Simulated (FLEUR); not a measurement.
# Calculated records

```
! title: Cr (Chromium): parallel and opposed starts
! method: PBEsol; all-electron FLAPW, Dirac cores, scalar-relativistic bands
! program: FLEUR MaX-R8.1
! settings of one run: kmax 3.6 1/bohr, gmax 10.8 1/bohr, muffin tin radii Cr: 2.3 bohr, lmax Cr: [8, 6], hist occupations, smearing width 0.05 eV, mixer Anderson, mixing 0.05, max iterations 90, stop 2.00e-5 me/bohr³, collinear spin, 7×14×14 k-mesh, mesh matched on, starting moments 2.5 -2.5 μB
! cost: 4 runs, 2.3 min in all on 4 MPI ranks of Intel Xeon Platinum 8488C (Sapphire Rapids), shared host (the runs of this entry)
! notes: This is the lowest of 4 finished starts, no proof of the ground state.
! lowest state found: antiferromagnetic (initial antiferro q=(1/2,1/2,1/2) +-)
! largest site spin moment: 1.04 μB
! next finished state: non-magnetic, 16.1 meV a seeded atom higher
! energy gained by spin polarisation: 16.1 meV a seeded atom
CELL_PARAMETERS angstrom
-2.88390 2.88390 2.88390
0.00000 0.00000 2.88390
0.00000 2.88390 0.00000
ATOMIC_POSITIONS crystal
Cr 0.00000 0.00000 0.00000
Cr 0.50000 0.00000 0.00000
```

[Logs and program files are shortened in this print: banners, set-up blocks, solver, clock and traceback lines can be left out without a mark of their own.]

[Logs are printed without paths, hosts, clocks, repeated set-up lines and the standing remarks that a program may print on its own settings, such as how far it seeks lower states.]

[Hosts, paths, dates, database ids (printed as entryN), source tags and the programs' standing remarks are cut or masked in the printed files.]

[Where a cell is said to come from a database of computed structures, the database is the Materials Project.]
